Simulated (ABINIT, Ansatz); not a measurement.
## YbP (Fm-3m): from the cell to the phonon bands

How does YbP (Fm-3m) vibrate, and is this structure a minimum?

Calculated with ABINIT 10.8.3; DFT PBEsol, scalar-relativistic, plane waves, PseudoDojo norm-conserving, 4f in core pseudopotentials (the lanthanide files made for PBE).

### 1. Starting point

Symmetry: Fm-3m, No. 225, cubic system. Conventional cell: a = 5.551 Å, b = 5.551 Å, c = 5.551 Å, α = 90.00°, β = 90.00°, γ = 90.00°. Yb has 6 P at 2.78 Å nearest. Nearest to P lie 6 Yb at 2.78 Å. Farther neighbours are not listed.

### 2. A probe with smearing

A first run with smearing and empty bands tells whether the crystal has a gap, which decides between fixed occupations and smearing later on.

Contents of probe.abi:

```
# ground state
tolvrs 1.0d-08
prtden 1
prtwf 1

# basis, mesh and filling
ecut 19.0
ixc -116133
ngkpt 6 6 6
nshiftk 1
shiftk 0.0 0.0 0.0
istwfk *1
occopt 7
tsmear 0.005
nband 14
nstep 100
diemac 9.0
prtebands 0
prtgsr 0

# cell and atoms
acell 3*1.0 Angstrom
rprim 
    0.0 2.77575 2.77575
    2.77575 0.0 2.77575
    2.77575 2.77575 0.0
ntypat 2
znucl 70 15
natom 2
typat 1 2
xred 
    0.5 0.5 0.5
    0.0 0.0 0.0
pp_dirpath "./pseudo"
pseudos "Yb.upf, P.upf"
```

On the command line:

```sh
> OMP_NUM_THREADS=1 mpirun -n 4 abinit probe.abi > probe.log
```

Numbers of over 12 decimals in the logs are rounded to 6 here.

probe.abo, the main output file:

```text
[banners, grids, parts of the stress and lines that vanish by symmetry left out]
- input  file    -> probe.abi
- output file    -> probe.abo
- root for input  files -> probei
[...]
Symmetries : space group Fm -3 m (#225); Bravais cF (face-center cubic)
[...]
mpw =        1158          nfft =       27000          nkpt =          16
[...]
== DATASET  1 ==================================================================
[...]
cutoff_energies: {ecut:  19.0, pawecutdg:  -1.0, }
[...]
ETOT  1  -53.467319917953    -5.347E+01 6.271E-02 6.897E+01
 ETOT  2  -53.499061861254    -3.174E-02 1.088E-03 2.166E+01
 ETOT  3  -53.506387616005    -7.326E-03 1.543E-03 1.391E-02
 ETOT  4  -53.506394181277    -6.565E-06 5.249E-04 3.959E-04
 ETOT  5  -53.506394352467    -1.712E-07 7.087E-04 2.080E-06
 ETOT  6  -53.506394353121    -6.535E-10 2.040E-04 9.447E-08
 ETOT  7  -53.506394353152    -3.097E-11 2.375E-04 9.995E-10
 At SCF step    7       vres2   =  1.00E-09 < tolvrs=  1.00E-08 =>converged.
[...]
sigma(1 1)=  2.24804970E-04  sigma(3 2)=  0.00000000E+00
  sigma(2 2)=  2.24804970E-04  sigma(3 1)=  0.00000000E+00
  sigma(3 3)=  2.24804970E-04  sigma(2 1)=  0.00000000E+00
[...]
convergence: {deltae: -3.097E-11, res2:  9.995E-10, residm:  2.375E-04, diffor: null, }
etotal    :  -5.35063944E+01
[...]
sigma(1 1)=  2.24804970E-04  sigma(3 2)=  0.00000000E+00
  sigma(2 2)=  2.24804970E-04  sigma(3 1)=  0.00000000E+00
  sigma(3 3)=  2.24804970E-04  sigma(2 1)=  0.00000000E+00
[...]
- sigma(1 1)=  6.61399057E+00  sigma(3 2)=  0.00000000E+00
- sigma(2 2)=  6.61399057E+00  sigma(3 1)=  0.00000000E+00
- sigma(3 3)=  6.61399057E+00  sigma(2 1)=  0.00000000E+00
[...]
fcart     -0.0000000000E+00 -0.0000000000E+00 -0.0000000000E+00
           strten      2.2480497008E-04  2.2480497008E-04  2.2480497008E-04
================================================================================

[key lines of the parts left out:]
pressure_GPa:  -6.6140E+00
```

Wall time 3.7 s (4 MPI ranks of Arm Neoverse V2, shared host); 14 s of CPU time.

This step gave:

| Quantity | Value |
| --- | --- |
| volume per atom | 21.39 Å³ |
| pressure | -6.614 GPa |
| gap on the k-mesh | 0 eV |

No gap opens on this mesh, so smearing is kept; the printed pressure holds the stress of the finite basis too.

### 3. Relaxing the cell and atoms

The harmonic expansion needs vanishing forces, and a free crystal bears no stress, so cell and atoms are brought to rest. Stress is more sensitive to the basis than forces are: the last 3 Ha under the cutoff are smoothed with ecutsm, and the cutoff is raised above that of the later runs.

Contents of relax.abi:

```
# relaxation
ionmov 2
optcell 2
dilatmx 1.08
ntime 40
tolmxf 1.0d-05
tolvrs 1.0d-14
prtwf 0
prtden 0
chksymtnons 0

# basis, mesh and filling
ecut 25.0
ecutsm 3.0
ixc -116133
ngkpt 8 8 8
nshiftk 1
shiftk 0.0 0.0 0.0
istwfk *1
occopt 7
tsmear 0.01
nband 14
nstep 100
diemac 1000000.0
prtebands 0
prtgsr 0

# cell and atoms
acell 3*1.0 Angstrom
rprim 
    0.0 2.77575 2.77575
    2.77575 0.0 2.77575
    2.77575 2.77575 0.0
ntypat 2
znucl 70 15
natom 2
typat 1 2
xred 
    0.5 0.5 0.5
    0.0 0.0 0.0
pp_dirpath "./pseudo"
pseudos "Yb.upf, P.upf"
```

On the command line:

```sh
> OMP_NUM_THREADS=1 mpirun -n 4 abinit relax.abi > relax.log
```

relax.abo, the main output file:

```text
[banners, grids, parts of the stress and lines that vanish by symmetry left out]
- input  file    -> relax.abi
- output file    -> relax.abo
- root for input  files -> relaxi
[...]
Symmetries : space group Fm -3 m (#225); Bravais cF (face-center cubic)
[...]
mpw =        2200          nfft =       64000          nkpt =          29
[...]
== DATASET  1 ==================================================================
[...]
cutoff_energies: {ecut:  25.0, pawecutdg:  -1.0, }
[...]
ETOT  1  -53.470305738601    -5.347E+01 5.758E-02 1.564E+02
 ETOT  2  -53.508614182877    -3.831E-02 5.084E-03 2.652E+01
 ETOT  3  -53.512370277856    -3.756E-03 7.722E-04 1.238E-02
 ETOT  4  -53.512372331419    -2.054E-06 7.494E-04 8.184E-05
 ETOT  5  -53.512372345651    -1.423E-08 6.916E-04 4.461E-06
[...]
At SCF step   10       vres2   =  5.84E-17 < tolvrs=  1.00E-14 =>converged.
[...]
sigma(1 1)=  1.11303431E-04  sigma(3 2)=  0.00000000E+00
  sigma(2 2)=  1.11303431E-04  sigma(3 1)=  0.00000000E+00
  sigma(3 3)=  1.11303431E-04  sigma(2 1)=  0.00000000E+00
[...]
convergence: {deltae:  3.872E-12, res2:  5.841E-17, residm:  2.927E-04, diffor: null, }
etotal    :  -5.35123723E+01
[...]
ETOT  1  -53.512231878646    -5.351E+01 2.069E-04 3.902E+00
[...]
At SCF step    9       vres2   =  9.24E-16 < tolvrs=  1.00E-14 =>converged.
[...]
sigma(1 1)=  8.23656275E-05  sigma(3 2)=  0.00000000E+00
  sigma(2 2)=  8.23656275E-05  sigma(3 1)=  0.00000000E+00
  sigma(3 3)=  8.23656275E-05  sigma(2 1)=  0.00000000E+00
[...]
convergence: {deltae: -8.242E-13, res2:  9.237E-16, residm:  1.213E-05, diffor: null, }
etotal    :  -5.35126518E+01
[...]
ETOT  1  -53.509756758291    -5.351E+01 3.375E-01 2.968E+01
[...]
At SCF step    9       vres2   =  2.75E-15 < tolvrs=  1.00E-14 =>converged.
[...]
sigma(1 1)= -3.58707338E-06  sigma(3 2)=  0.00000000E+00
  sigma(2 2)= -3.58707338E-06  sigma(3 1)=  0.00000000E+00
  sigma(3 3)= -3.58707338E-06  sigma(2 1)=  0.00000000E+00
[...]
convergence: {deltae: -1.066E-12, res2:  2.751E-15, residm:  1.372E-05, diffor: null, }
etotal    :  -5.35129664E+01
[...]
ETOT  1  -53.512961915096    -5.351E+01 8.861E-06 4.840E-02
[...]
At SCF step    8       vres2   =  2.79E-15 < tolvrs=  1.00E-14 =>converged.
[...]
sigma(1 1)=  1.03323658E-07  sigma(3 2)=  0.00000000E+00
  sigma(2 2)=  1.03323658E-07  sigma(3 1)=  0.00000000E+00
  sigma(3 3)=  1.03323658E-07  sigma(2 1)=  0.00000000E+00
[...]
convergence: {deltae:  6.466E-13, res2:  2.789E-15, residm:  4.532E-07, diffor: null, }
etotal    :  -5.35129670E+01
[...]
ETOT  1  -53.512966987693    -5.351E+01 2.222E-07 3.804E-05
[...]
ETOT  6  -53.512966991687    -8.455E-13 3.256E-08 2.090E-13
 ETOT  7  -53.512966991687    -7.105E-14 7.217E-09 1.047E-15
 At SCF step    7       vres2   =  1.05E-15 < tolvrs=  1.00E-14 =>converged.
[...]
sigma(1 1)=  8.53551249E-11  sigma(3 2)=  0.00000000E+00
  sigma(2 2)=  8.53551231E-11  sigma(3 1)=  0.00000000E+00
  sigma(3 3)=  8.53551257E-11  sigma(2 1)=  0.00000000E+00
[...]
convergence: {deltae: -7.105E-14, res2:  1.047E-15, residm:  7.217E-09, diffor: null, }
etotal    :  -5.35129670E+01
[...]
At Broyd/MD step   5, gradients are converged :
[...]
sigma(1 1)=  8.53551249E-11  sigma(3 2)=  0.00000000E+00
  sigma(2 2)=  8.53551231E-11  sigma(3 1)=  0.00000000E+00
  sigma(3 3)=  8.53551257E-11  sigma(2 1)=  0.00000000E+00
[...]
- sigma(1 1)=  2.51123447E-06  sigma(3 2)=  0.00000000E+00
- sigma(2 2)=  2.51123442E-06  sigma(3 1)=  0.00000000E+00
- sigma(3 3)=  2.51123450E-06  sigma(2 1)=  0.00000000E+00
[...]
fcart     -0.0000000000E+00 -0.0000000000E+00 -0.0000000000E+00
           strten      8.5355124878E-11  8.5355123143E-11  8.5355125745E-11
================================================================================

[key lines of the parts left out:]
pressure_GPa:  -2.5112E-06
Total energy (etotal) [Ha]= -5.35129669916873E+01
```

The job ended after 41 s (4 MPI ranks; 2.7 min of CPU time).

The steps of the relaxation:

```csv
step,energy less that of the first step (eV),largest force (eV/Å),volume (Å³)
1,0.0000,0.0000,42.77
2,-0.0076,0.0000,42.35
3,-0.0162,0.0000,41.19
4,-0.0162,0.0000,41.24
5,-0.0162,0.0000,41.24
```

```
conventional cell, symmetrised  before  after  change
                         a (Å)   5.551  5.484  -1.2 %
                         b (Å)   5.551  5.484  -1.2 %
                         c (Å)   5.551  5.484  -1.2 %
              volume (Å³/atom)   21.39  20.62  -3.6 %
```

The relaxed structure:

```xyz
2
Lattice="0.0000 2.7421 2.7421 2.7421 0.0000 2.7421 2.7421 2.7421 0.0000" Properties=species:S:1:pos:R:3 pbc="T T T"
Yb    2.7421    2.7421    2.7421
P     0.0000    0.0000    0.0000
```

Numbers from this step:

- volume per atom: 20.62 Å³
- pressure: -2.51e-6 GPa

The volume changes by -3.6 % in this run and stands -3.6 % from the first cell.

### 4. Self-consistent run for the response

The response is built on these wavefunctions, so the potential is converged far more tightly than an energy would need. Smearing stays on, as the first look found no gap above 0.3 eV.

Contents of gs.abi:

```
# ground state
tolvrs 1.0d-16
prtden 1
prtwf 1

# basis, mesh and filling
ecut 19.0
ixc -116133
ngkpt 8 8 8
nshiftk 1
shiftk 0.0 0.0 0.0
istwfk *1
occopt 7
tsmear 0.01
nband 14
nstep 100
diemac 1000000.0
prtebands 0
prtgsr 0

# cell and atoms
acell 3*1.0 Angstrom
rprim 
    0.0 2.742088766 2.742088766
    2.742088766 0.0 2.742088766
    2.742088766 2.742088766 0.0
ntypat 2
znucl 70 15
natom 2
typat 1 2
xred 
    0.5 0.5 0.5
    0.0 0.0 0.0
pp_dirpath "./pseudo"
pseudos "Yb.upf, P.upf"
```

On the command line:

```sh
> OMP_NUM_THREADS=1 mpirun -n 4 abinit gs.abi > gs.log
```

gs.abo, the main output file:

```text
[banners, grids, parts of the stress and lines that vanish by symmetry left out]
- input  file    -> gs.abi
- output file    -> gs.abo
- root for input  files -> gsi
[...]
Symmetries : space group Fm -3 m (#225); Bravais cF (face-center cubic)
[...]
mpw =        1124          nfft =       27000          nkpt =          29
[...]
== DATASET  1 ==================================================================
[...]
cutoff_energies: {ecut:  19.0, pawecutdg:  -1.0, }
[...]
ETOT  1  -53.470495649310    -5.347E+01 7.092E-02 6.185E+01
 ETOT  2  -53.503976264449    -3.348E-02 1.401E-02 1.055E+01
 ETOT  3  -53.507398137415    -3.422E-03 1.856E-03 2.676E-03
 ETOT  4  -53.507399801935    -1.665E-06 9.290E-04 7.801E-05
 ETOT  5  -53.507399834839    -3.290E-08 3.650E-03 2.294E-06
[...]
ETOT  9  -53.507399835326    -5.329E-13 3.734E-04 5.493E-15
 ETOT 10  -53.507399835326     1.350E-13 2.668E-05 1.535E-17
 At SCF step   10       vres2   =  1.53E-17 < tolvrs=  1.00E-16 =>converged.
[...]
sigma(1 1)=  1.21875255E-04  sigma(3 2)=  0.00000000E+00
  sigma(2 2)=  1.21875255E-04  sigma(3 1)=  0.00000000E+00
  sigma(3 3)=  1.21875255E-04  sigma(2 1)=  0.00000000E+00
[...]
convergence: {deltae:  1.350E-13, res2:  1.535E-17, residm:  2.668E-05, diffor: null, }
etotal    :  -5.35073998E+01
[...]
sigma(1 1)=  1.21875255E-04  sigma(3 2)=  0.00000000E+00
  sigma(2 2)=  1.21875255E-04  sigma(3 1)=  0.00000000E+00
  sigma(3 3)=  1.21875255E-04  sigma(2 1)=  0.00000000E+00
[...]
- sigma(1 1)=  3.58569380E+00  sigma(3 2)=  0.00000000E+00
- sigma(2 2)=  3.58569380E+00  sigma(3 1)=  0.00000000E+00
- sigma(3 3)=  3.58569380E+00  sigma(2 1)=  0.00000000E+00
[...]
fcart     -0.0000000000E+00 -0.0000000000E+00 -0.0000000000E+00
           strten      1.2187525494E-04  1.2187525494E-04  1.2187525494E-04
================================================================================

[key lines of the parts left out:]
pressure_GPa:  -3.5857E+00
```

Elapsed: 6.2 s, on 4 MPI ranks; 25 s of CPU time.

Numbers from this step:

```
pressure : -3.586 GPa
```

The cell stands at -3.6 GPa: the relaxation ran with a smoothed and higher cutoff, and the difference is a stress of the finite basis. A stress of this size shows a cutoff too low for these files.

(Continued in part 2 of 4.)

[Host names and launcher messages were left out of these logs when they were recorded.]

[Logs are printed without paths, hosts, clocks, repeated set-up lines and the standing remarks that a program may print on its own settings, such as how far it seeks lower states.]

[Hosts, paths, dates, database ids (printed as entryN), source tags and the programs' standing remarks are cut or masked in the printed files.]
